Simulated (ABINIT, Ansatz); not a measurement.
# HfPbO3 (Pm-3m): zone-centre phonons

Aim: the zone-centre modes of HfPbO3 (Pm-3m).

Program: ABINIT 10.8.3. Level of theory: DFT LDA, scalar-relativistic, plane waves, PseudoDojo norm-conserving pseudopotentials. Results are calculated unless marked as measured.

**1. The structure**

The structure is cubic, space group Pm-3m (No. 221). The conventional cell has a = 4.064 Å, b = 4.064 Å, c = 4.064 Å, α = 90.00°, β = 90.00°, γ = 90.00°. Nearest to Pb lie 12 O at 2.87 Å. Nearest to Hf lie 6 O at 2.03 Å. Nearest to O lie 2 Hf at 2.03 Å. Farther neighbours and most contacts between anions are not listed.

Coordinates:

```cif
data_structure
_symmetry_space_group_name_H-M 'P 1'
_symmetry_Int_Tables_number 1
_cell_length_a 4.0636
_cell_length_b 4.0636
_cell_length_c 4.0636
_cell_angle_alpha 90.000
_cell_angle_beta 90.000
_cell_angle_gamma 90.000
_cell_volume 67.10
loop_
_atom_site_label
_atom_site_type_symbol
_atom_site_fract_x
_atom_site_fract_y
_atom_site_fract_z
_atom_site_occupancy
Pb1 Pb 0.00000 0.00000 0.00000 1
Hf2 Hf 0.50000 0.50000 0.50000 1
O3 O 0.50000 0.50000 0.00000 1
O4 O 0.50000 0.00000 0.50000 1
O5 O 0.00000 0.50000 0.50000 1
```

**2. Relaxing the cell and atoms**

The harmonic expansion needs vanishing forces, and a free crystal bears no stress, so cell and atoms are brought to rest. Stress is more sensitive to the basis than forces are: the last 3 Ha under the cutoff are smoothed with ecutsm, and the cutoff is raised above that of the later runs.

The starting cell comes from a relaxation made beforehand in Ansatz (LDA, PseudoDojo NC).

Input file relax.abi:

```
# relaxation
ionmov 2
optcell 2
dilatmx 1.08
ntime 40
tolmxf 1.0d-05
tolvrs 1.0d-14
prtwf 0
prtden 0
chksymtnons 0

# basis, mesh and filling
ecut 44.0
ecutsm 3.0
ngkpt 6 6 6
nshiftk 1
shiftk 0.0 0.0 0.0
istwfk *1
occopt 1
nband 22
nstep 100
diemac 9.0
prtebands 0
prtgsr 0
useylm 1

# cell and atoms
acell 7.67900972 7.67900972 7.67900972
rprim 
    1.0 0.0 0.0
    0.0 1.0 0.0
    0.0 0.0 1.0
ntypat 3
znucl 82 72 8
natom 5
typat 1 2 3 3 3
xred 
    0.0 0.0 0.0
    0.5 0.5 0.5
    0.5 0.5 0.0
    0.5 0.0 0.5
    0.0 0.5 0.5
pp_dirpath "./pseudo"
pseudos "Pb.upf, Hf.upf, O.upf"
```

The run is started by

```
$ OMP_NUM_THREADS=1 mpirun -n 8 abinit relax.abi > relax.log
```

Numbers of over 12 decimals in the logs are rounded to 6 here.

relax.abo, the main output file:

```text
[banners, grids, parts of the stress and lines that vanish by symmetry left out]
- input  file    -> relax.abi
- output file    -> relax.abo
- root for input  files -> relaxi
[...]
Symmetries : space group Pm -3 m (#221); Bravais cP (primitive cubic)
[...]
mpw =        8025          nfft =      125000          nkpt =          20
[...]
== DATASET  1 ==================================================================
[...]
cutoff_energies: {ecut:  44.0, pawecutdg:  -1.0, }
[...]
ETOT  1  -175.40172562697    -1.754E+02 2.851E-01 8.619E+02
 ETOT  2  -176.43490036596    -1.033E+00 2.438E-02 1.128E+02
 ETOT  3  -176.44357676749    -8.676E-03 5.433E-02 1.534E+02
 ETOT  4  -176.45633665561    -1.276E-02 2.821E-03 9.682E+01
 ETOT  5  -176.47471057960    -1.837E-02 6.154E-04 4.287E-01
[...]
ETOT 20  -176.47493217325    -4.547E-13 1.985E-14 6.398E-14
 ETOT 21  -176.47493217325    -8.214E-12 4.810E-15 8.396E-15
 At SCF step   21       vres2   =  8.40E-15 < tolvrs=  1.00E-14 =>converged.
[...]
sigma(1 1)=  3.17406337E-08  sigma(3 2)=  0.00000000E+00
  sigma(2 2)=  3.17406338E-08  sigma(3 1)=  0.00000000E+00
  sigma(3 3)=  3.17406338E-08  sigma(2 1)=  0.00000000E+00
[...]
convergence: {deltae: -8.214E-12, res2:  8.396E-15, residm:  4.810E-15, diffor: null, }
etotal    :  -1.76474932E+02
[...]
At Broyd/MD step   1, gradients are converged :
[...]
sigma(1 1)=  3.17406337E-08  sigma(3 2)=  0.00000000E+00
  sigma(2 2)=  3.17406338E-08  sigma(3 1)=  0.00000000E+00
  sigma(3 3)=  3.17406338E-08  sigma(2 1)=  0.00000000E+00
[...]
- sigma(1 1)=  9.33841686E-04  sigma(3 2)=  0.00000000E+00
- sigma(2 2)=  9.33841686E-04  sigma(3 1)=  0.00000000E+00
- sigma(3 3)=  9.33841686E-04  sigma(2 1)=  0.00000000E+00
[...]
fcart     -0.0000000000E+00 -0.0000000000E+00 -0.0000000000E+00
           strten      3.1740633750E-08  3.1740633760E-08  3.1740633760E-08
================================================================================

[key lines of the parts left out:]
pressure_GPa:  -9.3384E-04
Total energy (etotal) [Ha]= -1.76474932173255E+02
```

Wall time 41 s (8 MPI ranks of Intel Xeon Platinum 8488C (Sapphire Rapids), shared host).

Little changed from the start: no atom moved by 0.005 Å and no cell edge by 0.1 %.

Numbers from this step:

* volume per atom: 13.42 Å³
* pressure: -9.34e-4 GPa

**3. Ground state**

First-order wavefunctions inherit every error of the ground state, hence the very tight tolvrs. The mesh is shifted off Γ, since shifted meshes converge sums over the zone faster.

Input file gs.abi:

```
# ground state
tolvrs 1.0d-16
prtden 1
prtwf 1

# basis, mesh and filling
ecut 36.0
ngkpt 6 6 6
nshiftk 1
shiftk 0.5 0.5 0.5
istwfk *1
occopt 1
nband 22
nstep 100
diemac 9.0
prtebands 0
prtgsr 0
useylm 1

# cell and atoms
acell 7.67900972 7.67900972 7.67900972
rprim 
    1.0 0.0 0.0
    0.0 1.0 0.0
    0.0 0.0 1.0
ntypat 3
znucl 82 72 8
natom 5
typat 1 2 3 3 3
xred 
    0.0 0.0 0.0
    0.5 0.5 0.5
    0.5 0.5 0.0
    0.5 0.0 0.5
    0.0 0.5 0.5
pp_dirpath "./pseudo"
pseudos "Pb.upf, Hf.upf, O.upf"
```

The run is started by

```
$ OMP_NUM_THREADS=1 mpirun -n 8 abinit gs.abi > gs.log
```

gs.abo, the main output file:

```text
[banners, grids, parts of the stress and lines that vanish by symmetry left out]
- input  file    -> gs.abi
- output file    -> gs.abo
- root for input  files -> gsi
[...]
Symmetries : space group Pm -3 m (#221); Bravais cP (primitive cubic)
[...]
mpw =        4695          nfft =       91125          nkpt =          10
[...]
== DATASET  1 ==================================================================
[...]
-    --> not optimal distribution: autoparal keyword recommended in input file <--
[...]
cutoff_energies: {ecut:  36.0, pawecutdg:  -1.0, }
[...]
ETOT  1  -175.23947499327    -1.752E+02 2.218E-01 3.691E+02
 ETOT  2  -176.42288272870    -1.183E+00 3.798E-02 5.608E+01
 ETOT  3  -176.43291569630    -1.003E-02 1.830E-03 8.274E+00
 ETOT  4  -176.44052917859    -7.613E-03 7.569E-02 2.863E+01
 ETOT  5  -176.46981578694    -2.929E-02 1.879E-02 1.141E+01
[...]
ETOT 19  -176.47388729250     9.180E-12 1.141E-18 2.240E-15
 ETOT 20  -176.47388729250    -1.421E-13 5.807E-19 2.423E-18
 At SCF step   20       vres2   =  2.42E-18 < tolvrs=  1.00E-16 =>converged.
[...]
sigma(1 1)=  2.91222605E-05  sigma(3 2)=  0.00000000E+00
  sigma(2 2)=  2.91222605E-05  sigma(3 1)=  0.00000000E+00
  sigma(3 3)=  2.91222605E-05  sigma(2 1)=  0.00000000E+00
[...]
convergence: {deltae: -1.421E-13, res2:  2.423E-18, residm:  5.807E-19, diffor: null, }
etotal    :  -1.76473887E+02
[...]
sigma(1 1)=  2.91222605E-05  sigma(3 2)=  0.00000000E+00
  sigma(2 2)=  2.91222605E-05  sigma(3 1)=  0.00000000E+00
  sigma(3 3)=  2.91222605E-05  sigma(2 1)=  0.00000000E+00
[...]
- sigma(1 1)=  8.56806484E-01  sigma(3 2)=  0.00000000E+00
- sigma(2 2)=  8.56806484E-01  sigma(3 1)=  0.00000000E+00
- sigma(3 3)=  8.56806484E-01  sigma(2 1)=  0.00000000E+00
[...]
fcart     -0.0000000000E+00 -0.0000000000E+00 -0.0000000000E+00
           strten      2.9122260477E-05  2.9122260477E-05  2.9122260477E-05
================================================================================

[key lines of the parts left out:]
pressure_GPa:  -8.5681E-01
```

It took 17 s on 8 MPI ranks.

This step gave:

```yaml
pressure: -0.8568 GPa
```

The cell stands at -0.86 GPa: the relaxation ran with a smoothed and higher cutoff and on another k mesh.

**4. The gap at rest**

Empty bands on the ground state's density check that the gap assumed so far is there in this cell.

Input file gap.abi:

```
# empty bands on the ground state's density
iscf -2
getden_filepath "gso_DEN"
tolwfr 1.0d-12
nbdbuf 2
prtwf 0

# basis, mesh and filling
ecut 36.0
ngkpt 6 6 6
nshiftk 1
shiftk 0.0 0.0 0.0
istwfk *1
occopt 1
nband 26
nstep 100
diemac 9.0
prtebands 0
prtgsr 0
useylm 1

# cell and atoms
acell 7.67900972 7.67900972 7.67900972
rprim 
    1.0 0.0 0.0
    0.0 1.0 0.0
    0.0 0.0 1.0
ntypat 3
znucl 82 72 8
natom 5
typat 1 2 3 3 3
xred 
    0.0 0.0 0.0
    0.5 0.5 0.5
    0.5 0.5 0.0
    0.5 0.0 0.5
    0.0 0.5 0.5
pp_dirpath "./pseudo"
pseudos "Pb.upf, Hf.upf, O.upf"
```

The run is started by

```
$ OMP_NUM_THREADS=1 mpirun -n 8 abinit gap.abi > gap.log
```

gap.abo, the main output file:

```text
[banners, grids, parts of the stress and lines that vanish by symmetry left out]
- input  file    -> gap.abi
- output file    -> gap.abo
- root for input  files -> gapi
[...]
Symmetries : space group Pm -3 m (#221); Bravais cP (primitive cubic)
[...]
mpw =        4700          nfft =       91125          nkpt =          20
[...]
== DATASET  1 ==================================================================
[...]
cutoff_energies: {ecut:  36.0, pawecutdg:  -1.0, }
[...]
-outvars: echo values of variables after computation
            acell      7.6790097200E+00  7.6790097200E+00  7.6790097200E+00 Bohr
================================================================================
```

It took 18 s on 8 MPI ranks; 2.4 min of CPU time.

Read from the output:

```yaml
gap_on_the_k_mesh: 2.410 eV
```

In this cell the gap on the mesh is 2.4 eV, direct, so fixed occupations hold.

**5. Linear response at Γ**

The derivative of the wavefunctions by k comes first, since the response to a field is built on it; then the field and the displacements that symmetry doesn't supply are solved at q = 0.

It reads the wavefunctions written in step 3.

Input file dfpt_gamma.abi:

```
ndtset 2

# common to the responses
getwfk_filepath "gso_WFK"
kptopt 2
nqpt 1
qpt 0.0 0.0 0.0
asr 0
chneut 0

# d/dk
rfelfd1 2
rfdir1 1 1 1
iscf1 -3
tolwfr1 1.0d-20

# displacements, field
rfphon2 1
rfatpol2 1 5
rfdir2 1 1 1
rfelfd2 3
getddk2 1
tolvrs2 1.0d-10
prtwf2 0

# basis, mesh and filling
ecut 36.0
ngkpt 6 6 6
nshiftk 1
shiftk 0.5 0.5 0.5
istwfk *1
occopt 1
nband 22
nstep 100
diemac 9.0
prtebands 0
prtgsr 0
useylm 1

# cell and atoms
acell 7.67900972 7.67900972 7.67900972
rprim 
    1.0 0.0 0.0
    0.0 1.0 0.0
    0.0 0.0 1.0
ntypat 3
znucl 82 72 8
natom 5
typat 1 2 3 3 3
xred 
    0.0 0.0 0.0
    0.5 0.5 0.5
    0.5 0.5 0.0
    0.5 0.0 0.5
    0.0 0.5 0.5
pp_dirpath "./pseudo"
pseudos "Pb.upf, Hf.upf, O.upf"
```

The run is started by

```
$ OMP_NUM_THREADS=1 mpirun -n 8 abinit dfpt_gamma.abi > dfpt_gamma.log
```

dfpt_gamma.abo, the main output file:

```text
[banners, grids, parts of the stress and lines that vanish by symmetry left out]
- input  file    -> dfpt_gamma.abi
- output file    -> dfpt_gamma.abo
- root for input  files -> dfpt_gammai
[...]
DATASET    1 : space group Pm -3 m (#221); Bravais cP (primitive cubic)
[...]
nfft =       91125          nkpt =         108
[...]
DATASET    2 : space group Pm -3 m (#221); Bravais cP (primitive cubic)
[...]
nfft =       91125          nkpt =         108
[...]
== DATASET  1 ==================================================================
[...]
cutoff_energies: {ecut:  36.0, pawecutdg:  -1.0, }
[...]
-  8.00000   6.00000  201201                  znucl, zion, pspdat
[...]
Perturbation : derivative vs k along direction   1
[...]
-ETOT  1  -42.936898004159     -4.294E+01 4.138E-01 0.000E+00
 ETOT  2  -43.250784127256     -3.139E-01 1.521E-02 0.000E+00
 ETOT  3  -43.267002714459     -1.622E-02 2.655E-03 0.000E+00
 ETOT  4  -43.268266265473     -1.264E-03 1.258E-04 0.000E+00
 ETOT  5  -43.268385828962     -1.196E-04 3.218E-05 0.000E+00
[...]
At SCF step   23   max residual=  9.98E-21 < tolwfr=  1.00E-20 =>converged.
[...]
Perturbation : derivative vs k along direction   2
[...]
-ETOT  1  -42.935383582250     -4.294E+01 4.138E-01 0.000E+00
[...]
At SCF step   23   max residual=  9.99E-21 < tolwfr=  1.00E-20 =>converged.
[...]
Perturbation : derivative vs k along direction   3
[...]
-ETOT  1  -42.936898206594     -4.294E+01 4.138E-01 0.000E+00
[...]
At SCF step   23   max residual=  9.98E-21 < tolwfr=  1.00E-20 =>converged.
[...]
1        1       0.8611620040    0.0000000000
     1        2       0.0000000000    0.0000000000
     1        3       0.0000000000    0.0000000000
     2        1       0.0000000000    0.0000000000
     2        2       0.8611620040   -0.0000000000
     2        3       0.0000000000    0.0000000000
     3        1       0.0000000000    0.0000000000
     3        2       0.0000000000    0.0000000000
     3        3       0.8611620040    0.0000000000
[...]
== DATASET  2 ==================================================================
[...]
cutoff_energies: {ecut:  36.0, pawecutdg:  -1.0, }
[...]
Perturbation : displacement of atom   1   along direction   1
[...]
-ETOT  1   3.226133     -1.116E+04 1.707E+01 7.368E+02
[...]
At SCF step   11       vres2   =  5.28E-11 < tolvrs=  1.00E-10 =>converged.
[...]
Perturbation : displacement of atom   2   along direction   1
[...]
-ETOT  1   9.950285     -2.180E+03 7.226E+00 1.278E+03
[...]
At SCF step   12       vres2   =  1.53E-11 < tolvrs=  1.00E-10 =>converged.
[...]
Perturbation : displacement of atom   3   along direction   1
[...]
-ETOT  1   6.235454     -3.514E+03 1.689E+00 5.953E+03
[...]
At SCF step   14       vres2   =  4.34E-11 < tolvrs=  1.00E-10 =>converged.
[...]
Perturbation : displacement of atom   3   along direction   3
[...]
-ETOT  1   19.603461693221     -3.634E+03 4.417E+00 1.125E+04
[...]
At SCF step   13       vres2   =  1.85E-11 < tolvrs=  1.00E-10 =>converged.
[...]
Perturbation : homogeneous electric field along direction   1
[...]
-ETOT  1  -120.97916980144     -1.210E+02 5.113E+00 3.006E+04
[...]
ETOT 13  -135.68285173003     -1.808E-11 6.787E-12 3.610E-10
 ETOT 14  -135.68285173003     -2.132E-12 1.318E-12 9.042E-11
 At SCF step   14       vres2   =  9.04E-11 < tolvrs=  1.00E-10 =>converged.
[...]
Dielectric tensor, in cartesian coordinates,
[...]
1    7   1    7         6.6243179986        -0.0000000000
   1    7   2    7        -0.0000000000        -0.0000000000
   1    7   3    7        -0.0000000000        -0.0000000000
   2    7   1    7        -0.0000000000        -0.0000000000
   2    7   2    7         6.6243179986        -0.0000000000
   2    7   3    7        -0.0000000000        -0.0000000000
   3    7   1    7        -0.0000000000        -0.0000000000
   3    7   2    7        -0.0000000000        -0.0000000000
   3    7   3    7         6.6243179986        -0.0000000000
  Effective charges, in cartesian coordinates,
[...]
1    1   1    7         3.9210846044         0.0000000000
   2    1   1    7         0.0000000000         0.0000000000
   3    1   1    7         0.0000000000         0.0000000000
   1    2   1    7         5.6972980748         0.0000000000
   2    2   1    7         0.0000000000         0.0000000000
[...]
Effective charges, in cartesian coordinates,
[...]
2    7   1    5         0.0000000000         0.0000000000
   3    7   1    5         0.0000000000         0.0000000000
   1    7   2    5         0.0000000000         0.0000000000
   2    7   2    5        -2.5125027961         0.0000000000
   3    7   2    5         0.0000000000         0.0000000000
   1    7   3    5         0.0000000000         0.0000000000
   2    7   3    5         0.0000000000         0.0000000000
   3    7   3    5        -2.5125027961         0.0000000000
  Phonon wavevector (reduced coordinates) :  0.00000  0.00000  0.00000
 Phonon energies in Hartree :
[...]
Phonon frequencies in cm-1    :
- -1.189229E+02 -1.189229E+02 -1.189229E+02  1.389933E+00  1.389933E+00
-  1.389934E+00  1.107765E+02  1.107765E+02  1.107765E+02  1.447124E+02
-  1.447124E+02  1.447124E+02  5.958709E+02  5.958709E+02  5.958709E+02
  Phonon at Gamma, with non-analyticity in the
[...]
Phonon energies in Hartree :
[...]
Phonon frequencies in cm-1    :
- -1.189229E+02 -1.189229E+02  1.389661E+00  1.389933E+00  1.389933E+00
-  8.280405E+01  1.107765E+02  1.107765E+02  1.107765E+02  1.447124E+02
-  1.447124E+02  3.413217E+02  5.958709E+02  5.958709E+02  7.068265E+02
  Phonon at Gamma, with non-analyticity in the
[...]
Phonon energies in Hartree :
[...]
Phonon frequencies in cm-1    :
- -1.189229E+02 -1.189229E+02  1.389661E+00  1.389933E+00  1.389934E+00
-  8.280405E+01  1.107765E+02  1.107765E+02  1.107765E+02  1.447124E+02
-  1.447124E+02  3.413217E+02  5.958709E+02  5.958709E+02  7.068265E+02
  Phonon at Gamma, with non-analyticity in the
[...]
Phonon energies in Hartree :
[...]
Phonon frequencies in cm-1    :
- -1.189229E+02 -1.189229E+02  1.389661E+00  1.389933E+00  1.389934E+00
-  8.280405E+01  1.107765E+02  1.107765E+02  1.107765E+02  1.447124E+02
-  1.447124E+02  3.413217E+02  5.958709E+02  5.958709E+02  7.068265E+02
[...]
fcart2     0.0000000000E+00  0.0000000000E+00  0.0000000000E+00
           strten2     0.0000000000E+00  0.0000000000E+00  0.0000000000E+00
================================================================================
```

Run time: 6.9 min. Hardware: 8 MPI ranks.

Numbers from this step:

```
miss of the charge sum rule                                       : 0.009359 e
largest acoustic frequency at the zone centre before the sum rule : 1.39 cm⁻¹
highest optical zone-centre mode (no LO-TO term)                  : 595.9 cm⁻¹
lowest optical zone-centre mode                                   : -118.9 cm⁻¹
mean high-frequency dielectric constant                           : 6.624
largest Born charge in size (third of the trace)                  : 5.697 e
```

Born charge (rows field, columns displacement), before the sum rule (e), principal values of the symmetric part by kind of site:

```csv
atom,atoms with these values,low,middle,high,mean
Pb1,1,3.92,3.92,3.92,3.92
Hf2,1,5.70,5.70,5.70,5.70
O3,3,-4.58,-2.51,-2.51,-3.20
```

In full for O3:

```
-2.51  0.00  0.00
 0.00 -2.51  0.00
 0.00  0.00 -4.58
```

High-frequency dielectric tensor:

```
6.62 0.00 0.00
0.00 6.62 0.00
0.00 0.00 6.62
```

The acoustic modes at Γ come out as far as 1.4 cm⁻¹ from zero, where they should vanish, a small numerical error; the Born charges miss their sum rule by 0.0094 e, which is good. The lowest optical mode is imaginary, 119i cm⁻¹, an instability at this level and on this k mesh.

(Part 1 of 3 ends here.)

[Host names and launcher messages were left out of these logs when they were recorded.]

[Logs are printed without paths, hosts, clocks, repeated set-up lines and the standing remarks that a program may print on its own settings, such as how far it seeks lower states.]

[Hosts, paths, dates, database ids (printed as entryN), source tags and the programs' standing remarks are cut or masked in the printed files.]
